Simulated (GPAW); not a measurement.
## Ni6 on Cu4 001: parallel and opposed starts

Wanted: the moments of Ni6 on Cu4 001 and the energy of each order that was tried.

Calculated with GPAW 26.7.0; PBE; plane waves with GPAW's PAW setups, scalar-relativistic.

## Step 1: The structure

The cell holds 10 atoms: 4 Cu and 6 Ni. Cell: a = 2.556 Å, b = 2.556 Å, c = 27.496 Å, α = 90.0°, β = 90.0°, γ = 90.0°. ideal sites on the substrate's mesh, layer spacings from atomic volumes, unrelaxed, 12 A of vacuum. Vacuum lies along c.

## Step 2: Start 1: ferro ++++++

The parallel start comes first: it fits the smallest cell, keeps the most symmetry and shows whether parallel moments form.

File order1.py:

```python
import json
import numpy as np
from ase import Atoms
from ase.parallel import paropen, parprint
from gpaw import GPAW

atoms = Atoms(['Cu', 'Cu', 'Cu', 'Cu', 'Ni', 'Ni', 'Ni', 'Ni', 'Ni', 'Ni'],
    cell=[[2.556191, 0.0, 0.0],
         [0.0, 2.556191, 0.0],
         [0.0, 0.0, 27.495601]],
    scaled_positions=[[0.0, 0.0, 0.218217],
         [0.5, 0.5, 0.283897],
         [0.0, 0.0, 0.349576],
         [0.5, 0.5, 0.415256],
         [0.0, 0.0, 0.478431],
         [0.5, 0.5, 0.539102],
         [0.0, 0.0, 0.599772],
         [0.5, 0.5, 0.660443],
         [0.0, 0.0, 0.721113],
         [0.5, 0.5, 0.781783]],
    pbc=True,
    magmoms=[0.0, 0.0, 0.0, 0.0, 0.8, 0.8, 0.8, 0.8, 0.8, 0.8])
atoms.calc = GPAW(mode={'name': 'pw', 'ecut': 450},
    xc='PBE',
    kpts={'size': (18, 18, 1), 'gamma': True},
    occupations={'name': 'fermi-dirac', 'width': 0.05},
    convergence={'density': 1e-05, 'energy': 1e-05},
    maxiter=200,
    mixer={'name': 'pulay', 'beta': 0.03, 'nmaxold': 8, 'weight': 100},
    symmetry={'tolerance': 1e-4},
    txt='order1.txt')
e = atoms.get_potential_energy(force_consistent=True)
res = {'free_energy': e, 'energy_sigma0': atoms.get_potential_energy(), 'fermi_energy': atoms.calc.get_fermi_level()}
res['moments'] = atoms.get_magnetic_moments().tolist()
res['total'] = atoms.get_magnetic_moment()
parprint('site moments (muB):', np.round(res['moments'], 3))
parprint(f"total moment: {res['total']:.3f} muB")
parprint(f'free energy: {e:.6f} eV')
atoms.calc.write('order1.gpw')
with paropen('results.json', 'w') as f:
    json.dump(res, f)
```

The run is started by

```
$ OMP_NUM_THREADS=1 mpirun -n 4 gpaw python order1.py > order1.log
```

Numbers of over 12 decimals in the logs are rounded to 6 here.

The log of the run:

```text
site moments (muB): [ 0.     0.    -0.004 -0.002  0.476  0.663  0.672  0.68   0.697  0.781]
total moment: 3.728 muB
free energy: -56.563486 eV

--- order1.txt ---
Input parameters:
  mode=PW(ecut=450),
  convergence={'density': 1e-05, 'energy': 1e-05},
  kpts=MonkhorstPack(size=(18, 18, 1), gamma=True),
  maxiter=200,
  mixer=Pulay(name='pulay', nmaxold=8, beta=0.03, weight=100, sigma=0.015, g_ss=None),
  occupations=Occupations(name='fermi-dirac', width=0.05),
  symmetry=Symmetry(tolerance=0.0001),
  xc=XC(name='PBE')

Diagonalizing LCAO Hamiltonian
Converting LCAO to pw mode
   .-----.
  /|     |
 * |     |
 | |     |
 | |     |
 | |     |
 | |     |
 | |     |
 | | Ni  |
 | |     |
 | |     |
 Ni|     |
 | |     |
 | | Ni  |
 | |     |
 | |     |
 Ni|     |
 | | Ni  |
 | |     |
 | |     |
 Ni|     |
 | | Cu  |
 | |     |
 | |     |
 Cu|     |
 | | Cu  |
 | |     |
 | |     |
 | |     |
 Cu|     |
 | |     |
 | |     |
 | |     |
 | |     |
 | .-----.
 |/     /
 *-----*

Atoms  # Å, Bohr magnetons
|   | symbol |        x |        y |         z |    initial magnetic moments |
|---|--------|----------|----------|-----------|-----------------------------|
| 0 |     Cu | 0.000000 | 0.000000 |  6.000008 | ( 0.0000,  0.0000,  0.0000) |
| 1 |     Cu | 1.278096 | 1.278096 |  7.805919 | ( 0.0000,  0.0000,  0.0000) |
| 2 |     Cu | 0.000000 | 0.000000 |  9.611802 | ( 0.0000,  0.0000,  0.0000) |
| 3 |     Cu | 1.278096 | 1.278096 | 11.417713 | ( 0.0000,  0.0000,  0.0000) |
| 4 |     Ni | 0.000000 | 0.000000 | 13.154748 | ( 0.0000,  0.0000,  0.8000) |
| 5 |     Ni | 1.278096 | 1.278096 | 14.822933 | ( 0.0000,  0.0000,  0.8000) |
| 6 |     Ni | 0.000000 | 0.000000 | 16.491092 | ( 0.0000,  0.0000,  0.8000) |
| 7 |     Ni | 1.278096 | 1.278096 | 18.159277 | ( 0.0000,  0.0000,  0.8000) |
| 8 |     Ni | 0.000000 | 0.000000 | 19.827435 | ( 0.0000,  0.0000,  0.8000) |
| 9 |     Ni | 1.278096 | 1.278096 | 21.495593 | ( 0.0000,  0.0000,  0.8000) |

Unit cell  # Å
| periodic |        x |        y |         z |   lengths |    angles |
|----------|----------|----------|-----------|-----------|-----------|
|      yes | 2.556191 | 0.000000 |  0.000000 |  2.556191 | 90.000000 |
|      yes | 0.000000 | 2.556191 |  0.000000 |  2.556191 | 90.000000 |
|      yes | 0.000000 | 0.000000 | 27.495601 | 27.495601 | 90.000000 |

Number of symmetries: 8

BZ-sampling:
  Number of BZ points: 324
  Number of IBZ points: 55

  Monkhorst-Pack size: [18, 18, 1]
  Monkhorst-Pack shift: [0.027778, 0.027778, 0.0]

K-points  # in reciprocal-cell coordinates
|     |                                coordinates |     weight |
|-----|--------------------------------------------|------------|
|   0 | ( -0.00000000,  -0.00000000,   0.00000000) | 0.00308642 |
|   1 | (  0.05555556,  -0.00000000,   0.00000000) | 0.01234568 |
|   2 | (  0.05555556,   0.05555556,   0.00000000) | 0.01234568 |
|   3 | (  0.11111111,  -0.00000000,   0.00000000) | 0.01234568 |
|   4 | (  0.11111111,   0.05555556,   0.00000000) | 0.02469136 |
|   5 | (  0.11111111,   0.11111111,   0.00000000) | 0.01234568 |
|   6 | (  0.16666667,  -0.00000000,   0.00000000) | 0.01234568 |
|   7 | (  0.16666667,   0.05555556,   0.00000000) | 0.02469136 |
|   8 | (  0.16666667,   0.11111111,   0.00000000) | 0.02469136 |
|   9 | (  0.16666667,   0.16666667,   0.00000000) | 0.01234568 |
| ... |                                            |            |
|  54 | (  0.50000000,   0.50000000,   0.00000000) | 0.00308642 |

Plane wave coefficients: 3951
Cutoff: 450.000000 eV

Spin-components: 2 (collinear spins)
Bands:           91
Projectors:      60
Spin-degeneracy: 1
Datatype:        complex128

Parallelization:
  kpt:    4
  domain: 1
  band:   1

Density:
  Valence electrons: 140.0
  Components: 2
  Grid points: [ 14  14 135]
  Charge: 0.0  # |e|

Potential:
  Grid points: [ 14  14 135]

species:
  Cu:
    name:    Copper
    Z:       29.0
    valence: 11
    core:    18
    charge:  0.0  # [|e|]
    compensation charges:
      type: gauss
      rc: 0.33  # [Å]
      lmax: 2
    cutoffs:
      filter: 2.06  # [Å]
      core: 2.43  # [Å]
    projectors
    | kind |    occ | energy [eV] | rcut [Å] |
    |------|--------|-------------|----------|
    |   4s |  1.000 |      -4.609 |    1.164 |
    |   4p |  0.000 |      -0.698 |    1.164 |
    |   3d | 10.000 |      -5.039 |    1.058 |
    |    s |        |      22.603 |    1.164 |
    |    p |        |      26.513 |    1.164 |
    |    d |        |      22.172 |    1.058 |

    Using partial waves for Cu as LCAO basis

  Ni:
    name:    Nickel
    Z:       28.0
    valence: 16
    core:    12
    charge:  0.0  # [|e|]
    compensation charges:
      type: gauss
      rc: 0.36  # [Å]
      lmax: 2
    cutoffs:
      filter: 2.14  # [Å]
      core: 1.98  # [Å]
    projectors
    | kind |    occ | energy [eV] | rcut [Å] |
    |------|--------|-------------|----------|
    |   4s |  2.000 |      -5.642 |    1.164 |
    |   3p |  6.000 |     -71.394 |    1.207 |
    |   4p |  0.000 |      -1.226 |    1.207 |
    |   3d |  8.000 |      -8.875 |    1.138 |
    |    s |        |      21.570 |    1.164 |
    |    d |        |      18.337 |    1.138 |

    Using partial waves for Ni as LCAO basis

Reference energy: -428293.798048  # eV

eigensolver:
  PPCG
  Converge bands: occupied
  niter=2

density mixing:
  Pulay-Mixer
  Linear mixing parameters: 0.03
  Old densities: 8
  Fourier metric: weight=100, sigma=0.015

occupation numbers:
  Fermi-Dirac:
    width: 0.0500  # eV

poisson solver:
  ecut: 3600.000000  # eV

xc functional:
  name: PBE with 2 nearest neighbor stencil

convergence criteria:
- Maximum integral of absolute [dens]ity change: 1e-05 electrons / valence electron
- Maximum [total energy] change in last 3 cyles: 1e-05 eV / valence electron
- Maximum integral of absolute [eigenst]ate change: 4e-08 eV^2 / valence electron
maximum number of iterations: 200

SCF iterations
|iter     |      energy | eigst |  dens |  magmom |
|---------|-------------|-------|-------|---------|
|iter:   1|       0s |  -85.387799 | +0.57 |       |  +4.8043|
|iter:   2|      17s | -380.403518 | +2.02 | -0.72 |  +4.6693|
|iter:   3|      35s |  -83.206658 | +1.06 | -0.38 |  +4.6574|
|iter:   4|      52s |  -60.009193 | +0.71 | -0.80 |  +4.6396|
|iter:   5|      69s |  -58.670650 | -0.63 | -1.16 |  +4.6421|
|iter:   6|      87s |  -57.543036 | -1.69 | -1.20 |  +4.6291|
|iter:   7|     104s |  -57.202132 | -2.09 | -1.33 |  +4.5827|
|iter:   8|     121s |  -56.734920 | -2.40 | -1.29 |  +4.5376|
|iter:   9|     138s |  -56.386295 | -1.97 | -1.46 |  +4.4356|
|iter:  10|     155s |  -56.331311 | -2.10 | -1.64 |  +4.3410|
[... 42 iterations left out ...]
|iter:  53|     847s |  -56.515853c| -7.83c| -4.51 |  +3.7286|
|iter:  54|     855s |  -56.515852c| -7.87c| -4.49 |  +3.7287|
|iter:  55|     863s |  -56.515851c| -8.13c| -4.51 |  +3.7286|
|iter:  56|     871s |  -56.515848c| -7.92c| -4.53 |  +3.7285|
|iter:  57|     880s |  -56.515849c| -8.10c| -4.53 |  +3.7283|
|iter:  58|     888s |  -56.515850c| -8.21c| -4.55 |  +3.7282|
|iter:  59|     896s |  -56.515851c| -8.09c| -4.59 |  +3.7282|
|iter:  60|     913s |  -56.515858c| -7.73c| -4.65 |  +3.7284|
|iter:  61|     922s |  -56.515859c| -8.09c| -4.98 |  +3.7284|
|iter:  62|     930s |  -56.515859c| -8.38c| -5.12c|  +3.7284|

Converged in 62 steps
Energy contributions relative to reference atoms: (reference = -428293.798048)

Energy contributions:
  Kinetic:         -12.465404
  Coulomb:          12.083421
  Zero:              1.175655
  External:          0.000000
  Xc:              -57.261904
  Entropy:          -0.095254
  Spinorbit:         0.000000
  ----------------------------
  Free energy:     -56.563486
  Extrapolated:    -56.515859

dipole moment: (-26.790701, -26.790701, -0.038673)  # |e|*Ang

Total magnetic moment: (0.000000, 0.000000, 3.728359)

Local magnetic moments
|        x |        y |         z |
|----------|----------|-----------|
| 0.000000 | 0.000000 |  0.000175 |  # Cu   0
| 0.000000 | 0.000000 |  0.000226 |  # Cu   1
| 0.000000 | 0.000000 | -0.004262 |  # Cu   2
| 0.000000 | 0.000000 | -0.002030 |  # Cu   3
| 0.000000 | 0.000000 |  0.475526 |  # Ni   4
| 0.000000 | 0.000000 |  0.663186 |  # Ni   5
| 0.000000 | 0.000000 |  0.671770 |  # Ni   6
| 0.000000 | 0.000000 |  0.680213 |  # Ni   7
| 0.000000 | 0.000000 |  0.696613 |  # Ni   8
| 0.000000 | 0.000000 |  0.780702 |  # Ni   9

Fermi level: 3.490
Eigenvalues  # (at kpt = [-0.000, -0.000, 0.000])
| band index |      eig [eV] | occ [0-1] |      eig [eV] | occ [0-1] |
|------------|---------------|-----------|---------------|-----------|
|          0 |       -60.686 |     1.000 |       -59.846 |     1.000 |
|        ... |               |           |               |           |
|         65 |         2.311 |     1.000 |         3.055 |     1.000 |
|         66 |         2.421 |     1.000 |         3.055 |     1.000 |
|         67 |         2.423 |     1.000 |         3.061 |     1.000 |
|         68 |         2.686 |     1.000 |         3.068 |     1.000 |
|         69 |         2.741 |     1.000 |         3.311 |     0.973 |
|         70 |         2.741 |     1.000 |         3.507 |     0.415 |
|         71 |         2.858 |     1.000 |         3.552 |     0.223 |
|         72 |         2.911 |     1.000 |         3.552 |     0.223 |
|         73 |         2.955 |     1.000 |         3.660 |     0.032 |
|         74 |         2.980 |     1.000 |         3.864 |     0.001 |
|         75 |         2.980 |     1.000 |         3.864 |     0.001 |
|         76 |         4.001 |     0.000 |         4.055 |     0.000 |
|         77 |         4.887 |     0.000 |         4.916 |     0.000 |
|         78 |         6.169 |     0.000 |         6.160 |     0.000 |
|         79 |         7.940 |     0.000 |         7.923 |     0.000 |
|         80 |         8.708 |     0.000 |         8.687 |     0.000 |
|        ... |               |           |               |           |
|         90 |        17.424 |     0.000 |        17.442 |     0.000 |

No gap
No difference between direct/indirect transitions
```

Wall time 16 min (4 MPI ranks of Arm Neoverse V2, shared host); peak memory 1.6 GiB.

Spin moment in the augmentation sphere by atom:

| atom | spin moment in the augmentation sphere (μB) |
| --- | --- |
| Cu1 | 0.000 |
| Cu2 | 0.000 |
| Cu3 | -0.004 |
| Cu4 | -0.002 |
| Ni5 | 0.476 |
| Ni6 | 0.663 |
| Ni7 | 0.672 |
| Ni8 | 0.680 |
| Ni9 | 0.697 |
| Ni10 | 0.781 |

Numbers from this step:

```
magnetization : 3.728 μB
final state   : ferromagnetic
```

After 62 cycles the largest moment stands at 0.781 μB.

[end of part 1 of 2]

[Logs and program files are shortened in this print: banners, set-up blocks, solver, clock and traceback lines can be left out without a mark of their own.]

[Logs are printed without paths, hosts, clocks, repeated set-up lines and the standing remarks that a program may print on its own settings, such as how far it seeks lower states.]

[Hosts, paths, dates, database ids (printed as entryN), source tags and the programs' standing remarks are cut or masked in the printed files.]

[Where a cell is said to come from a database of computed structures, the database is the Materials Project.]
